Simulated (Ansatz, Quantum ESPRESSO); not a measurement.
# Screening and band shifts of Mo2CO2 MXene, 1 layer, part 4 of 7

How does Mo2CO2 MXene, 1 layer respond to a gate-like field without added charge?

Quantum ESPRESSO 7.5; plane-wave DFT, vdW-DF-cx, GBRV ultrasoft pseudopotentials made under PBE; geometry and cross-check by Ansatz 0.2.0 with PAW datasets.

So far. Step 6 (Self-consistent run: field 0.1 V/Å): By band count these two levels touch or overlap: there is no gap, and they are no band edges. Step 6 (Self-consistent run: field 0.1 V/Å): The dipole goes from -0.0000 to 0.0252 e Å, 0.2523 e Å per V/Å.

## 7. Potential by pp.x

The input, f1.pot.in:

```
&inputpp
  prefix = 'f1'
  outdir = './out'
  filplot = 'f1.pot.dat'
  plot_num = 11
/
```

Started as:

```bash
$ OMP_NUM_THREADS=1 mpirun -n 4 pp.x -in f1.pot.in > f1.pot.out
```

Run time: 31 s. Hardware: 4 MPI ranks of Arm Neoverse N1, shared host; peak memory 0.2 GiB; 2.1 min of CPU time.

This step gave:

```
slope of the potential above                                          : 0.1000 eV/Å
upper vacuum line continued to the top atoms, over the Fermi level    : 6.450 eV
slope of the potential below                                          : 0.09999 eV/Å
lower vacuum line continued to the bottom atoms, over the Fermi level : 6.554 eV
```

The slope in the vacuum is 0.100 eV/Å for an applied 0.10 V/Å, as it should be.

## 8. SCF with pw.x: field 0.2 V/Å

The input, f2.in:

```
&control
  prefix = 'f2'
  outdir = './out'
  pseudo_dir = './pseudo'
  calculation = 'scf'
  tprnfor = .true.
  tefield = .true.
  dipfield = .true.
/
&system
  ibrav = 0
  nat = 5
  ntyp = 3
  ecutwfc = 40
  ecutrho = 200
  input_dft = 'vdw-df-cx'
  occupations = 'smearing'
  smearing = 'fd'
  degauss = 0.004
  edir = 3
  emaxpos = 0.97
  eopreg = 0.04
  eamp = 0.00388938
/
&electrons
  conv_thr = 1e-09
  mixing_beta = 0.4
  electron_maxstep = 120
  mixing_mode = 'plain'
  startingpot = 'file'
/
ATOMIC_SPECIES
  O   15.9990  o_pbe_v1.2.uspp.F.UPF
  Mo  95.9500  mo_pbe_v1.uspp.F.UPF
  C   12.0110  c_pbe_v1.2.uspp.F.UPF
CELL_PARAMETERS angstrom
  3.09190257887328 0.00000000000000 0.00000000000000
  -1.54595128943664 2.67766617933088 -0.00000000000000
  0.00000000000000 -0.00000000000000 21.51903931870000
ATOMIC_POSITIONS crystal
  O   0.333333333333 0.666666666667 0.396062257604
  Mo  0.666666666667 0.333333333333 0.448057132490
  C   0.000000000000 0.000000000000 0.499999999456
  Mo  0.333333333333 0.666666666667 0.551942862246
  O   0.666666666667 0.333333333333 0.603937748203
K_POINTS automatic
  12 12 1 0 0 0
```

Started as:

```bash
$ cp -r out/f0.save out/f2.save
$ OMP_NUM_THREADS=1 mpirun -n 4 pw.x -nk 4 -in f2.in > f2.out
```

The log of the run:

```text
[banner, memory and clock lines left out]
Program PWSCF v.7.5 starts
[...]
number of electrons       =        44.00
     number of Kohn-Sham states=           26
     kinetic-energy cutoff     =      40.0000  Ry
     charge density cutoff     =     200.0000  Ry
[...]
number of k points=    74  Fermi-Dirac smearing, width (Ry)=  0.0040
[...]
Dense  grid:    57393 G-vectors     FFT dimensions: (  27,  27, 192)
[...]
The initial density is read from file :
[...]
negative rho (up, down):  4.840E-03 0.000E+00
[...]
Starting wfcs are   38 randomized atomic wfcs
[...]
negative rho (up, down):  4.830E-03 0.000E+00
[...]
estimated scf accuracy    <       0.25239223 Ry
[...]
negative rho (up, down):  4.981E-03 0.000E+00
[...]
estimated scf accuracy    <      38.01695031 Ry
[...]
negative rho (up, down):  4.880E-03 0.000E+00
[...]
estimated scf accuracy    <       0.10958295 Ry
[...]
negative rho (up, down):  4.841E-03 0.000E+00
[...]
estimated scf accuracy    <       0.00728577 Ry
[...]
negative rho (up, down):  4.824E-03 0.000E+00
[...]
estimated scf accuracy    <       0.00120936 Ry
[...]
negative rho (up, down):  4.819E-03 0.000E+00
[...]
estimated scf accuracy    <       0.00064859 Ry
[...]
negative rho (up, down):  4.828E-03 0.000E+00
[...]
estimated scf accuracy    <       0.00042506 Ry
[...]
negative rho (up, down):  4.833E-03 0.000E+00
[...]
estimated scf accuracy    <       0.00008406 Ry
[...]
negative rho (up, down):  4.837E-03 0.000E+00
[...]
estimated scf accuracy    <       0.00000643 Ry
[...]
negative rho (up, down):  4.837E-03 0.000E+00
[...]
estimated scf accuracy    <       0.00000762 Ry
[...]
negative rho (up, down):  4.837E-03 0.000E+00
[...]
estimated scf accuracy    <       0.00000031 Ry
[...]
negative rho (up, down):  4.837E-03 0.000E+00
[...]
estimated scf accuracy    <       0.00000003 Ry
[...]
negative rho (up, down):  4.837E-03 0.000E+00
[...]
estimated scf accuracy    <          2.2E-09 Ry
[...]
negative rho (up, down):  4.837E-03 0.000E+00
[...]
estimated scf accuracy    <          1.5E-09 Ry
[...]
negative rho (up, down):  4.837E-03 0.000E+00
[...]
Computed dipole along edir(3) :
        Dipole                0.0953 Ry au,          0.2422 Debye
        Dipole field          0.0010 Ry au,
        E field amplitude [Ha a.u.]:  3.8894E-03
        Potential amp.        0.2259 Ry
        Total length         39.0385 bohr
[...]
the Fermi energy is     0.2780 ev
!    total energy              =    -354.70321370 Ry
     estimated scf accuracy    <          1.3E-10 Ry
     smearing contrib. (-TS)   =      -0.00144623 Ry
     internal energy E=F+TS    =    -354.70176746 Ry
[...]
one-electron contribution =   -3212.08053490 Ry
     hartree contribution      =    1606.68090855 Ry
     xc contribution           =     -56.68416625 Ry
     ewald contribution        =    1307.38267154 Ry
     electric field correction =      -0.00064641 Ry
     convergence has been achieved in  15 iterations
     negative rho (up, down):  4.837E-03 0.000E+00
[...]
Total force =     0.012859     Total SCF correction =     0.000086
[...]
```

Wall time 3 min (4 MPI ranks); peak memory 0.9 GiB.

Read from the output:

| Quantity | Value |
| --- | --- |
| free energy | -4825.9831 eV |
| energy at zero smearing | -4825.9732 eV |
| Fermi energy | 0.278 eV |
| dipole along the normal | 0.05042 e·Å |
| valence top, on the run's zero | 0.5831 eV |
| conduction bottom, on the run's zero | -0.2794 eV |

By band count these two levels touch or overlap: there is no gap, and they are no band edges.

The dipole goes from -0.0000 to 0.0504 e Å, 0.2522 e Å per V/Å.

## 9. Electrostatic potential

The input, f2.pot.in:

```
&inputpp
  prefix = 'f2'
  outdir = './out'
  filplot = 'f2.pot.dat'
  plot_num = 11
/
```

Started as:

```bash
$ OMP_NUM_THREADS=1 mpirun -n 4 pp.x -in f2.pot.in > f2.pot.out
```

Wall time 31 s (4 MPI ranks); peak memory 0.2 GiB.

Read from the output:

```
slope of the potential above                                          : 0.2000 eV/Å
upper vacuum line continued to the top atoms, over the Fermi level    : 6.399 eV
slope of the potential below                                          : 0.2000 eV/Å
lower vacuum line continued to the bottom atoms, over the Fermi level : 6.607 eV
```

The slope in the vacuum is 0.200 eV/Å for an applied 0.20 V/Å, as it should be.

## 10. Band structure: field 0.2 V/Å

The input, f2.bands.in:

```
&control
  prefix = 'f2.bands'
  outdir = './out'
  pseudo_dir = './pseudo'
  calculation = 'bands'
  tefield = .true.
  dipfield = .true.
/
&system
  ibrav = 0
  nat = 5
  ntyp = 3
  ecutwfc = 40
  ecutrho = 200
  input_dft = 'vdw-df-cx'
  occupations = 'smearing'
  smearing = 'fd'
  degauss = 0.004
  edir = 3
  emaxpos = 0.97
  eopreg = 0.04
  eamp = 0.00388938
  nbnd = 28
/
&electrons
  conv_thr = 1e-07
  mixing_beta = 0.4
  electron_maxstep = 120
  mixing_mode = 'local-TF'
/
ATOMIC_SPECIES
  O   15.9990  o_pbe_v1.2.uspp.F.UPF
  Mo  95.9500  mo_pbe_v1.uspp.F.UPF
  C   12.0110  c_pbe_v1.2.uspp.F.UPF
CELL_PARAMETERS angstrom
  3.09190257887328 0.00000000000000 0.00000000000000
  -1.54595128943664 2.67766617933088 -0.00000000000000
  0.00000000000000 -0.00000000000000 21.51903931870000
ATOMIC_POSITIONS crystal
  O   0.333333333333 0.666666666667 0.396062257604
  Mo  0.666666666667 0.333333333333 0.448057132490
  C   0.000000000000 0.000000000000 0.499999999456
  Mo  0.333333333333 0.666666666667 0.551942862246
  O   0.666666666667 0.333333333333 0.603937748203
K_POINTS crystal_b
4
  0.0000000000 0.0000000000 0.0000000000 14
  0.5000000000 0.0000000000 0.0000000000 14
  0.3333333333 0.3333333333 0.0000000000 14
  0.0000000000 0.0000000000 0.0000000000 1
```

Started as:

```bash
$ cp -r out/f2.save out/f2.bands.save
$ cp out/f2.xml out/f2.bands.xml
$ OMP_NUM_THREADS=1 mpirun -n 4 pw.x -nk 4 -in f2.bands.in > f2.bands.out
```

The log of the run:

```text
[banner, memory and clock lines left out]
Program PWSCF v.7.5 starts
[citation notice left out]

[...]
bravais-lattice index     =            0
     lattice parameter (alat)  =       5.8428  a.u.
     unit-cell volume          =    1202.2692 (a.u.)^3
     number of atoms/cell      =            5
     number of atomic types    =            3
     number of electrons       =        44.00
     number of Kohn-Sham states=           28
     kinetic-energy cutoff     =      40.0000  Ry
     charge density cutoff     =     200.0000  Ry
     Exchange-correlation= VDW-DF-CX
                           (   1   4  27   0   1   0   0)

[...]
PseudoPot. # 1 for O  read from file:
     ./pseudo/o_pbe_v1.2.uspp.F.UPF
     Pseudo is Ultrasoft + core correction, Zval =  6.0
     Generated by new atomic code, or converted to UPF format
     Using radial grid of  737 points,  5 beta functions with:
                l(1) =   0
                l(2) =   0
                l(3) =   1
                l(4) =   1
                l(5) =   2
     Q(r) pseudized with  8 coefficients,  rinner =    0.900   0.900   0.900
                                                       0.900   0.900

     PseudoPot. # 2 for Mo read from file:
     ./pseudo/mo_pbe_v1.uspp.F.UPF
     Pseudo is Ultrasoft + core correction, Zval = 14.0
     Generated by new atomic code, or converted to UPF format
     Using radial grid of  889 points,  6 beta functions with:
                l(1) =   0
                l(2) =   0
                l(3) =   1
                l(4) =   1
                l(5) =   2
                l(6) =   2
     Q(r) pseudized with  6 coefficients,  rinner =    1.000   1.000   1.000
                                                       1.000   1.000

     PseudoPot. # 3 for C  read from file:
     ./pseudo/c_pbe_v1.2.uspp.F.UPF
     Pseudo is Ultrasoft + core correction, Zval =  4.0
     Generated by new atomic code, or converted to UPF format
     Using radial grid of  721 points,  4 beta functions with:
                l(1) =   0
                l(2) =   0
                l(3) =   1
                l(4) =   1
     Q(r) pseudized with  8 coefficients,  rinner =    1.100   1.100   1.100

     atomic species   valence    mass     pseudopotential
     O                 6.00    15.99900     O ( 1.00)
     Mo               14.00    95.95000     Mo( 1.00)
     C                 4.00    12.01100     C ( 1.00)

     No symmetry found

[...]
number of k points=    43  Fermi-Dirac smearing, width (Ry)=  0.0040
[...]
Dense  grid:    57393 G-vectors     FFT dimensions: (  27,  27, 192)

     Smooth grid:    41101 G-vectors     FFT dimensions: (  24,  24, 180)

     Check: negative core charge=   -0.000001

     The potential is recalculated from file :
     ./out/f2.bands.save/charge-density

     negative rho (up, down):  4.837E-03 0.000E+00

     %%%%%%%%%%%%%%%%%%%%%%%%%%%%%%%%%%%%%%%%%%%%%%%%%%%%%%%%%%%%%%%%%%%%%%%%
     %                                                                      %
     % You are using vdW-DF, which was implemented by the Thonhauser group. %
     % possible and the two reviews that describe the various versions:     %
     %                                                                      %
     %                                                                      %
     % If you are calculating stress with vdW-DF, please also cite:         %
     %                                                                      %
     %                                                                      %
     %%%%%%%%%%%%%%%%%%%%%%%%%%%%%%%%%%%%%%%%%%%%%%%%%%%%%%%%%%%%%%%%%%%%%%%%

     %%%%%%%%%%%%%%%%%%%%%%%%%%%%%%%%%%%%%%%%%%%%%%%%%%%%%%%%%%%%%%%%%%%%%%%%
     %                                                                      %
     %  vdW-DF NEWS:                                                        %
     %                                                                      %
     %  * vdW-DF3 is now available. DOI: 10.1021/acs.jctc.0c00471           %
     %    use with input_dft = 'vdW-DF3-opt1' or 'vdW-DF3-opt2'             %
     %                                                                      %
     %  * Unscreened and range-separated hybrid vdW-DF-cx functionals       %
     %    DOI: 10.1063/1.4986522 and 10.1088/1361-648X/ac2ad2               %
     %    use with input_dft = 'vdW-DF-cx0'    and 'vdW-DF-ahcx'            %
     %  * Unscreened and range-separated hybrid vdW-DF2-b86r functionals    %
     %    DOI: 10.1063/1.4986522 and DOI: 10.1103/PhysRevX.12.041003        %
     %    use with input_dft = 'vdW-DF2-br0' and 'vdW-DF2-ahbr'             %
     %                                                                      %
     %%%%%%%%%%%%%%%%%%%%%%%%%%%%%%%%%%%%%%%%%%%%%%%%%%%%%%%%%%%%%%%%%%%%%%%%

     Adding external electric field

     Computed dipole along edir(3) :
        Dipole                0.0953 Ry au,          0.2422 Debye
        Dipole field          0.0010 Ry au,

        E field amplitude [Ha a.u.]:  3.8894E-03
        Potential amp.        0.2259 Ry
        Total length         39.0385 bohr

     Starting wfcs are   38 randomized atomic wfcs

     Band Structure Calculation
     Davidson diagonalization with overlap

     ethr =  2.27E-10,  avg # of iterations = 26.9

     End of band structure calculation

          k = 0.0000 0.0000 0.0000 (  5091 PWs)   bands (ev):

   -62.1447 -62.0365 -36.5697 -36.0113 -36.0113 -35.9644 -35.9153 -35.9153
   -18.5973 -18.4250 -12.2688  -7.4622  -6.5566  -6.5566  -4.7998  -4.7998
    -4.3741  -2.0634  -2.0274  -2.0274  -1.9285  -1.9285  -0.2793   0.5951
     0.5951   2.1781   2.2632   2.2632

          k = 0.0357 0.0206 0.0000 (  5109 PWs)   bands (ev):

   -62.1437 -62.0361 -36.5674 -36.0276 -36.0139 -35.9558 -35.9215 -35.9158
   -18.5887 -18.4203 -12.2730  -7.4398  -6.5528  -6.5393  -4.8410  -4.7901
    -4.3458  -2.3483  -2.3047  -2.0308  -1.6949  -1.6509  -0.2820   0.6107
     0.6289   2.1962   2.2457   2.2703

[...]
```

Wall time 62 s (4 MPI ranks); peak memory 0.62 GiB.

This step gave:

| Property | Result |
| --- | --- |
| conduction bottom, on the run's zero | -0.2820 eV |

Band numbers count within the set of bands kept for display. The electronic bands at the labelled points (eV, zero at the Fermi level; # counts the bands kept):

```csv
point,#8,#9,#10,#11,#12,#13,#14,#15
Γ,-2.31,-2.31,-2.21,-2.21,-0.56,0.32,0.32,1.90
halfway,-3.66,-2.79,-1.92,-0.64,0.45,0.79,1.28,1.82
M,-3.09,-2.70,-2.18,0.31,0.33,1.21,1.31,1.83
halfway,-3.95,-3.06,-1.46,0.08,0.09,1.32,1.44,2.00
K,-3.96,-3.94,-0.58,-0.45,-0.45,1.50,1.51,2.13
halfway,-3.73,-2.95,-1.56,-0.80,0.67,1.07,1.36,1.75
Γ,-2.31,-2.31,-2.21,-2.21,-0.56,0.32,0.32,1.90
```

By band count these two levels touch or overlap: there is no gap, and they are no band edges.

Upper empty bands that drop with the field can be states of the vacuum, held by the sawtooth; they depend on the cell's width.

## 11. Self-consistent run: field 0.4 V/Å

f3.in, as its differences from the input of step 8:

```diff
@@ -1,3 +1,3 @@
 &control
-  prefix = 'f2'
+  prefix = 'f3'
   outdir = './out'
@@ -22,3 +22,3 @@
   eopreg = 0.04
-  eamp = 0.00388938
+  eamp = 0.00777876
 /
```

Started as:

```bash
$ cp -r out/f0.save out/f3.save
$ OMP_NUM_THREADS=1 mpirun -n 4 pw.x -nk 4 -in f3.in > f3.out
```

The log of the run:

```text
[banner, memory and clock lines left out]
Program PWSCF v.7.5 starts
[...]
number of electrons       =        44.00
     number of Kohn-Sham states=           26
     kinetic-energy cutoff     =      40.0000  Ry
     charge density cutoff     =     200.0000  Ry
[...]
number of k points=    74  Fermi-Dirac smearing, width (Ry)=  0.0040
[...]
Dense  grid:    57393 G-vectors     FFT dimensions: (  27,  27, 192)
[...]
The initial density is read from file :
[...]
negative rho (up, down):  4.840E-03 0.000E+00
[...]
Starting wfcs are   38 randomized atomic wfcs
[...]
negative rho (up, down):  4.834E-03 0.000E+00
[...]
estimated scf accuracy    <       0.97736879 Ry
[...]
negative rho (up, down):  2.716E-03 0.000E+00
[...]
estimated scf accuracy    <     161.60294916 Ry
[...]
negative rho (up, down):  2.730E-03 0.000E+00
[...]
estimated scf accuracy    <       0.58830462 Ry
[...]
negative rho (up, down):  2.727E-03 0.000E+00
[...]
estimated scf accuracy    <       0.02212996 Ry
[...]
negative rho (up, down):  2.739E-03 0.000E+00
[...]
estimated scf accuracy    <       0.00813804 Ry
[...]
negative rho (up, down):  2.788E-03 0.000E+00
[...]
estimated scf accuracy    <       0.00563123 Ry
[...]
negative rho (up, down):  2.894E-03 0.000E+00
[...]
estimated scf accuracy    <       0.00315934 Ry
[...]
negative rho (up, down):  2.970E-03 0.000E+00
[...]
estimated scf accuracy    <       0.00165881 Ry
[...]
negative rho (up, down):  3.099E-03 0.000E+00
[...]
estimated scf accuracy    <       0.00110703 Ry
[...]
negative rho (up, down):  4.427E-03 0.000E+00
[...]
estimated scf accuracy    <       0.00073589 Ry
[...]
negative rho (up, down):  4.787E-03 0.000E+00
[...]
estimated scf accuracy    <       0.00003354 Ry
[...]
negative rho (up, down):  4.793E-03 0.000E+00
[...]
estimated scf accuracy    <       0.00000522 Ry
[...]
negative rho (up, down):  4.819E-03 0.000E+00
[...]
estimated scf accuracy    <       0.00000181 Ry
[...]
negative rho (up, down):  4.822E-03 0.000E+00
[...]
estimated scf accuracy    <       0.00000010 Ry
[...]
negative rho (up, down):  4.822E-03 0.000E+00
[...]
estimated scf accuracy    <       0.00000007 Ry
[...]
negative rho (up, down):  4.823E-03 0.000E+00
[...]
estimated scf accuracy    <       0.00000004 Ry
[...]
negative rho (up, down):  4.824E-03 0.000E+00
[...]
estimated scf accuracy    <          6.3E-09 Ry
[...]
negative rho (up, down):  4.824E-03 0.000E+00
[...]
Computed dipole along edir(3) :
        Dipole                0.1908 Ry au,          0.4849 Debye
        Dipole field          0.0020 Ry au,
        E field amplitude [Ha a.u.]:  7.7788E-03
        Potential amp.        0.4517 Ry
        Total length         39.0385 bohr
[...]
the Fermi energy is     0.3066 ev
!    total energy              =    -354.70432695 Ry
     estimated scf accuracy    <          1.2E-10 Ry
     smearing contrib. (-TS)   =      -0.00144567 Ry
     internal energy E=F+TS    =    -354.70288128 Ry
[...]
one-electron contribution =   -3212.06919242 Ry
     hartree contribution      =    1606.67017263 Ry
     xc contribution           =     -56.68394547 Ry
     ewald contribution        =    1307.38267154 Ry
     electric field correction =      -0.00258757 Ry
     convergence has been achieved in  18 iterations
     negative rho (up, down):  4.824E-03 0.000E+00
[...]
Total force =     0.014967     Total SCF correction =     0.000038
[...]
```

It took 3.3 min on 4 MPI ranks; peak memory 0.9 GiB; 13 min of CPU time.

This step gave:

```
free energy                          : -4825.9982 eV
energy at zero smearing              : -4825.9884 eV
Fermi energy                         : 0.3066 eV
dipole along the normal              : 0.1010 e·Å
valence top, on the run's zero       : 0.6117 eV
conduction bottom, on the run's zero : -0.2506 eV
```

By band count these two levels touch or overlap: there is no gap, and they are no band edges.

The dipole goes from -0.0000 to 0.1010 e Å, 0.2524 e Å per V/Å.

## 12. Electrostatic potential

The input, f3.pot.in:

```
&inputpp
  prefix = 'f3'
  outdir = './out'
  filplot = 'f3.pot.dat'
  plot_num = 11
/
```

Started as:

```bash
$ OMP_NUM_THREADS=1 mpirun -n 4 pp.x -in f3.pot.in > f3.pot.out
```

The job ended after 31 s (4 MPI ranks; peak memory 0.2 GiB; 2.1 min of CPU time).

Read from the output:

| Property | Result |
| --- | --- |
| slope of the potential above | 0.4000 eV/Å |
| upper vacuum line continued to the top atoms, over the Fermi level | 6.300 eV |
| slope of the potential below | 0.4000 eV/Å |
| lower vacuum line continued to the bottom atoms, over the Fermi level | 6.717 eV |

The slope in the vacuum is 0.400 eV/Å for an applied 0.40 V/Å, as it should be.

Each curve counts from the Fermi level of its own run.

The runs together. Table of potential energy by z:

```
z (Å)  potential at 0 V/Å (eV)  potential at 0.1 V/Å (eV)  potential at 0.2 V/Å (eV)  potential at 0.4 V/Å (eV)
    0                     6.50                       6.10                       5.70                       4.91
    2                     6.50                       5.90                       5.30                       4.11
    4                     6.50                       6.10                       5.70                       4.91
    6                     6.50                       6.30                       6.10                       5.70
    8                     2.40                       2.37                       2.34                       2.28
   10                    -22.1                      -22.1                      -22.1                      -22.1
   12                    -28.9                      -28.9                      -28.9                      -28.9
   14                     5.84                       5.90                       5.96                       6.08
   16                     6.50                       6.75                       7.00                       7.50
   18                     6.50                       6.95                       7.40                       8.30
   20                     6.50                       7.15                       7.80                       9.10
```

[end of part 4 of 7]

[Logs are printed without paths, hosts, clocks, repeated set-up lines and the standing remarks that a program may print on its own settings, such as how far it seeks lower states.]

[Hosts, paths, dates, database ids (printed as entryN), source tags and the programs' standing remarks are cut or masked in the printed files.]

[Maps of the electrostatic potential energy from Ansatz leave out the sawtooth potential of an applied field or a dipole correction, so their vacuum need not be flat; planar profiles and work functions include it.]
